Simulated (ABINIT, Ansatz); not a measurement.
# Quasiparticle gap of WS2 (Tungstenite) in ABINIT, part 2 of 2

Aim: the G0W0 gap of WS2 (Tungstenite) on PBE, step by step.

ABINIT 10.8.3; PBE and many-body steps on it, plane waves. Known limits of the many-body steps: not at the basis limit; no spin-orbit coupling; coarse k mesh.

So far. Step 2 (Ground state): The gap is indirect, with the least direct gap 0.86 eV higher. Step 3 (Empty states on the mesh, 6×6×1 mesh, 189 bands): On this mesh the gap is 0.981 eV.

### Step 4. Screening, 6×6×1 mesh, 173 bands, screening to 119.7 eV

The RPA dielectric matrix is built and inverted for each q.

This step: RPA screening on PBE, plane waves, norm-conserving pseudopotentials.

File run.abi:

```
acell 3*1.0 Angstrom
rprim 
  3.153199999992 0.000000000002 0.000000000000
  -1.576599999998 2.730751303206 0.000000000000
  0.000000000000 0.000000000000 12.323000000000
ntypat 2
znucl 74 16
natom 6
typat 1 1 2 2 2 2
xred 
  0.333333333333 0.666666666667 0.250000000000
  0.666666666667 0.333333333333 0.750000000000
  0.333333333333 0.666666666667 0.622500000000
  0.666666666667 0.333333333333 0.122500000000
  0.333333333333 0.666666666667 0.877500000000
  0.666666666667 0.333333333333 0.377500000000
pp_dirpath "pseudos"
pseudos "W.upf, S.upf"
ecut 31
ngkpt 6 6 1
nshiftk 1
shiftk 0 0 0
kptopt 1
chksymbreak 0
istwfk *1
occopt 1
irdwfk 1
optdriver 3
nband 173
ecuteps 4.4
inclvkb 2
awtr 1
symchi 1
indata_prefix "in"
outdata_prefix "out"
tmpdata_prefix "tmp"
```

The run is started by

```console
> OMP_NUM_THREADS=1 mpirun -n 4 abinit run.abi > log
```

Numbers of over 12 decimals in the logs are rounded to 6 here.

Log:

```text
.Version 10.8.3 of ABINIT. v10.8.2 released Aug 2026.

 Symmetries : space group P6_3/m m c (#194); Bravais hP (primitive hexag.)
[... echo of the input left out ...]
== DATASET  1 ==================================================================
-   mpi_nproc: 4, omp_nthreads: 1 (-1 if OMP is not activated)

--- !DatasetInfo
iteration_state: {dtset: 1, }
dimensions: {natom: 6, nkpt: 7, mband: 173, nsppol: 1, nspinor: 1, nspden: 1, mpw: 5929, }
cutoff_energies: {ecut:  31.0, pawecutdg:  -1.0, }
electrons: {nelect:   5.20000000E+01, charge:   0.00000000E+00, occopt:   1.00000000E+00, tsmear:   1.00000000E-02, }

 SCREENING: Calculation of the susceptibility and dielectric matrices

 Based on a program developped by R.W. Godby, V. Olevano, G. Onida, and L. Reining.
 Incorporated in ABINIT by V. Olevano, G.-M. Rignanese, and M. Torrent.
.Using double precision arithmetic ; gwpc =  8

[... cell and pseudopotentials left out ...]
--------------------------------------------------------------------------------

 ==== K-mesh for the wavefunctions ====
 Number of points in the irreducible wedge :     7
[... list of points left out ...]
 Together with 24 symmetry operations and time-reversal symmetry
 yields    36 points in the full Brillouin Zone.

 ==== Q-mesh for the screening function ====
 Number of points in the irreducible wedge :     7
[... list of points left out ...]
 Together with 24 symmetry operations and time-reversal symmetry
 yields    36 points in the full Brillouin Zone.

 setmesh: FFT mesh size selected  =    20x   20x   90
          total number of points  =        36000

 vcoul_init : cutoff-mode = AUXILIARY_FUNCTION
 q-points for optical limit:   1
     1)      0.000010    0.000020    0.000030

- screening: taking advantage of time-reversal symmetry
- Maximum band index for partially occupied states nbvw = 26
- Remaining bands to be divided among processors   nbcw = 147
- Number of bands treated by each node ~36

 Number of electrons calculated from density =   52.0000; Expected =   52.0000
 average of density, n =  0.072620
 r_s =    1.4869
 omega_plasma =   25.9946 [eV]

 calculating chi0 at frequencies [eV] :
  1    0.000000E+00    0.000000E+00
  2    0.000000E+00    2.599465E+01

--------------------------------------------------------------------------------
  q-point number  1        q = ( 0.000000, 0.000000, 0.000000) [r.l.u.]
--------------------------------------------------------------------------------
[... chi0 elements left out ...]
 For q-point:  0.000010 0.000020 0.000030
  dielectric constant =  13.5607
  dielectric constant without local fields =  15.0793

  Average fulfillment of the sum rule on Im[epsilon] for q-point    1 :     83.46  [%]
[... wings left out ...]
  q-point number  2        q = ( 0.166667, 0.000000, 0.000000) [r.l.u.]
--------------------------------------------------------------------------------
[... chi0 elements left out ...]
  Average fulfillment of the sum rule on Im[epsilon] for q-point    2 :     86.02  [%]

 [... 5 further q-points ...]
```

The job ended after 3.1 min (4 MPI ranks of Intel Xeon 6975P-C (Granite Rapids), shared host; peak memory 1.7 GiB).

This step gave:

```
ε∞ with local fields, on this mesh, along the program's q direction : 13.56
the same without local fields                                       : 15.08
plasma frequency                                                    : 25.99 eV
plane waves in the screening matrix                                 : 315
```

Local fields lower ε∞ by 10 %. On a Γ-centred mesh this coarse the value itself is usually too large, while a short band sum pulls it down.

### Step 5. Self-energy, 6×6×1 mesh, 173 bands, screening to 119.7 eV

The self-energy is evaluated for the states that the input lists, and the levels follow from it, in one-shot runs by the linearised quasiparticle equation.

This step: G0W0 on PBE, plane waves, norm-conserving pseudopotentials.

Edit run.abi of step 4 so:

```diff
@@ -27,8 +27,19 @@
 irdwfk 1
-optdriver 3
+optdriver 4
 nband 173
+gwcalctyp 0
+ecutsigx 31
+symsigma 1
+nkptgw 3
+kptgw 
+  0.0000000000 0.0000000000 0.0000000000
+  0.1666666667 0.1666666667 0.0000000000
+  0.3333333333 0.3333333333 0.0000000000
+bdgw 
+  25 28
+  25 28
+  25 28
 ecuteps 4.4
-inclvkb 2
-awtr 1
-symchi 1
+irdscr 1
+ppmodel 1
 indata_prefix "in"
```

Log:

```text
.Version 10.8.3 of ABINIT. v10.8.2 released Aug 2026.

 Symmetries : space group P6_3/m m c (#194); Bravais hP (primitive hexag.)
[... echo of the input left out ...]
== DATASET  1 ==================================================================
-   mpi_nproc: 4, omp_nthreads: 1 (-1 if OMP is not activated)

--- !DatasetInfo
iteration_state: {dtset: 1, }
dimensions: {natom: 6, nkpt: 7, mband: 173, nsppol: 1, nspinor: 1, nspden: 1, mpw: 5929, }
cutoff_energies: {ecut:  31.0, pawecutdg:  -1.0, }
electrons: {nelect:   5.20000000E+01, charge:   0.00000000E+00, occopt:   1.00000000E+00, tsmear:   1.00000000E-02, }

 SIGMA: Calculation of the GW corrections

 Based on a program developped by R.W. Godby, V. Olevano, G. Onida, and L. Reining.
 Incorporated in ABINIT by V. Olevano, G.-M. Rignanese, and M. Torrent.
.Using double precision arithmetic ; gwpc =  8

[... cell and pseudopotentials left out ...]
--------------------------------------------------------------------------------

 ==== K-mesh for the wavefunctions ====
 Number of points in the irreducible wedge :     7
[... list of points left out ...]
 Together with 24 symmetry operations and time-reversal symmetry
 yields    36 points in the full Brillouin Zone.

 ==== Q-mesh for screening function ====
 Number of points in the irreducible wedge :     7
[... list of points left out ...]
 Together with 24 symmetry operations and time-reversal symmetry
 yields    36 points in the full Brillouin Zone.

 vcoul_init : cutoff-mode = AUXILIARY_FUNCTION
 q-points for optical limit:   1
     1)      0.000010    0.000020    0.000030
 setmesh: FFT mesh size selected  =    25x   25x  120
          total number of points  =        75000

 Number of electrons calculated from density =   52.0000; Expected =   52.0000
 average of density, n =  0.072620
 r_s =    1.4869
 omega_plasma =   25.9946 [eV]

 === KS Band Gaps ===
  >>>> For spin  1
   Minimum direct gap =   1.8369 [eV], located at k-point      :   0.3333  0.3333  0.0000
   Fundamental gap    =   0.9806 [eV], Top of valence bands at :   0.0000  0.0000  0.0000
                                       Bottom of conduction at :   0.1667  0.1667  0.0000
 SIGMA fundamental parameters:
 PLASMON POLE MODEL  1
 number of plane-waves for SigmaX                 5885
 number of plane-waves for SigmaC and W            315
 number of plane-waves for wavefunctions          5885
 number of bands                                   173
 number of independent spin polarizations            1
 number of spinorial components                      1
 number of k-points in IBZ                           7
 number of q-points in IBZ                           7
 number of symmetry operations                      24
 number of k-points in BZ                           36
 number of q-points in BZ                           36
 number of frequencies for dSigma/dE                 9
 frequency step for dSigma/dE [eV]                0.25
 number of omega for Sigma on real axis              0
 max omega for Sigma on real axis  [eV]           0.00
 zcut for avoiding poles [eV]                     0.10

 EPSILON^-1 parameters (SCR file):
 dimension of the eps^-1 matrix on file            315
 dimension of the eps^-1 matrix used               315
 number of plane-waves for wavefunctions          5885
 number of bands                                   173
 number of q-points in IBZ                           7
 number of frequencies                               2
 number of real frequencies                          1
 number of imag frequencies                          1

 matrix elements of self-energy operator (all in [eV])

 Perturbative Calculation

--- !SelfEnergy_ee
iteration_state: {dtset: 1, }
kpoint     : [   0.000,    0.000,    0.000, ]
spin       : 1
KS_gap     :    2.311
QP_gap     :    2.752
Delta_QP_KS:    0.441
data: !SigmaeeData |
     Band     E0 <VxcDFT>   SigX SigC(E0)      Z dSigC/dE  Sig(E)    E-E0       E
       25   8.288 -14.458 -15.573   1.236   0.790  -0.266 -14.362   0.096   8.384
       26   9.509 -15.590 -16.105   0.772   0.787  -0.270 -15.387   0.202   9.711
       27  11.820 -15.225 -10.553  -3.857   0.790  -0.266 -14.581   0.644  12.463
       28  11.820 -15.225 -10.553  -3.857   0.790  -0.266 -14.581   0.644  12.463

--- !SelfEnergy_ee
iteration_state: {dtset: 1, }
kpoint     : [   0.167,    0.167,    0.000, ]
spin       : 1
KS_gap     :    2.486
QP_gap     :    2.844
Delta_QP_KS:    0.358
data: !SigmaeeData |
     Band     E0 <VxcDFT>   SigX SigC(E0)      Z dSigC/dE  Sig(E)    E-E0       E
       25   7.976 -15.191 -16.569   1.532   0.785  -0.273 -15.070   0.121   8.098
       26   8.004 -15.258 -16.559   1.495   0.786  -0.273 -15.106   0.153   8.156
       27  10.490 -14.194 -10.097  -3.456   0.796  -0.256 -13.683   0.511  11.000
       28  11.343 -15.406 -10.805  -3.760   0.790  -0.266 -14.742   0.664  12.006

--- !SelfEnergy_ee
iteration_state: {dtset: 1, }
kpoint     : [   0.333,    0.333,    0.000, ]
spin       : 1
KS_gap     :    1.837
QP_gap     :    2.420
Delta_QP_KS:    0.583
data: !SigmaeeData |
     Band     E0 <VxcDFT>   SigX SigC(E0)      Z dSigC/dE  Sig(E)    E-E0       E
       25   8.770 -14.990 -15.614   0.835   0.791  -0.264 -14.823   0.167   8.937
       26   8.977 -15.421 -15.957   0.800   0.790  -0.266 -15.213   0.208   9.185
       27  10.814 -16.363 -11.961  -3.404   0.792  -0.263 -15.572   0.791  11.605
       28  10.814 -16.363 -11.961  -3.404   0.792  -0.263 -15.572   0.791  11.605

== END DATASET(S) ==============================================================
================================================================================

 -outvars: echo values of variables after computation  --------
           etotal      0.0000000000E+00
            nband         173
             nkpt           7
          spgroup         194
 [... the other variables as echoed above ...]

 Calculation completed.
```

Elapsed: 40 s, on 4 MPI ranks; peak memory 1.4 GiB.

This step gave:

- G0W0 gap on the points computed: 1.289 eV
- starting gap on the mesh: 0.9807 eV
- k of the valence top: 0, 0, 0
- k of the conduction bottom: 0.1667, 0.1667, 0
- Z at the valence top: 0.787
- Z at the conduction bottom: 0.796
- least direct G0W0 gap on the computed points: 2.42 eV

The gap on the mesh goes from 0.98 eV to 1.29 eV, a correction of +0.31 eV.

Limits: finite bands, cutoff and mesh; no spin-orbit coupling; coarse k mesh. v1 is the top filled band, c1 the lowest empty one. Levels before and after the correction, in eV, zero at the valence-band top of each column:

```tsv
	conduction bottom	valence top
Kohn-Sham	0.98	0.00
G0W0	1.29	0.00
```

```tsv
	level	energy (eV)
Kohn-Sham	Γ v2	-1.221
Kohn-Sham	Γ v1	0.000
Kohn-Sham	Γ c1-c2	2.311
Kohn-Sham	(0.167 0.167 0) v2	-1.533
Kohn-Sham	(0.167 0.167 0) v1	-1.505
Kohn-Sham	(0.167 0.167 0) c1	0.981
Kohn-Sham	(0.167 0.167 0) c2	1.834
G0W0	Γ v2	-1.327
G0W0	Γ v1	0.000
G0W0	Γ c1-c2	2.752
G0W0	(0.167 0.167 0) v2	-1.613
G0W0	(0.167 0.167 0) v1	-1.555
G0W0	(0.167 0.167 0) c1	1.289
G0W0	(0.167 0.167 0) c2	2.295
```

### Step 6. Where the time went

Times are wall times on 4 MPI ranks of Intel Xeon 6975P-C (Granite Rapids), shared host, good to a factor of about two.

```tsv
step	time	share	memory (GiB)
ground state	37 s	9 %	0.41
empty states on the mesh	2.3 min	35 %	0.49
screening	3.1 min	46 %	1.7
self-energy	40 s	10 %	1.4
```

### Step 7. Summary of results

| Item | Value |
| --- | --- |
| PBE gap | 0.98 eV, indirect |
| G0W0 gap on the mesh | 1.29 eV |
| GW settings | 6×6×1 mesh, 173 bands, screening to 119.7 eV, Godby-Needs plasmon pole |
| known limits | not at the basis limit; no spin-orbit coupling; coarse k mesh |

**Reading.** G0W0 moves the gap on the mesh from 0.98 eV to 1.29 eV (+0.31 eV), with Z of 0.79 and 0.80 at the edges. Local fields lower the RPA ε∞ on this mesh from 15.08 to 13.56; a Γ-centred mesh this coarse tends to raise both, most where the direct gap is narrow, while a short band sum lowers them. Only 3 of the mesh's irreducible points were corrected, so a valley elsewhere could overtake. Bands and cutoff are finite, so the gap is not at the basis limit. The miss can reach some tenths of an eV and take either sign; the mesh is an error of its own. In the G0W0 run levels were corrected at 3 k points alone, so a gap called «on the mesh» is the least over those, and an edge elsewhere would be missed. The 6×6×1 mesh is coarse for this cell, which bears on the long-range parts of exchange and screening. The many-body steps are scalar-relativistic: spin-orbit coupling is not in them.

[Paths, hosts, dates, memory and timing lines, banners, echoed tables and standing remarks are left out of the program output.]

[Logs are printed without paths, hosts, clocks, repeated set-up lines and the standing remarks that a program may print on its own settings, such as how far it seeks lower states.]

[Runs of the session that timed out or met a known fault of the program may be left out.]

[Hosts, paths, dates, database ids (printed as entryN), source tags and the programs' standing remarks are cut or masked in the printed files.]

[G0W0 gaps are taken among the corrected bands and points alone; a level outside them can change the order at an edge.]

[Where Ansatz stands beside ABINIT at settings called matched, ABINIT's density can come from a denser mesh and the files from another edition; pairs whose starting gaps differed by over 0.03 eV were left out, so agreement reads better than it is.]
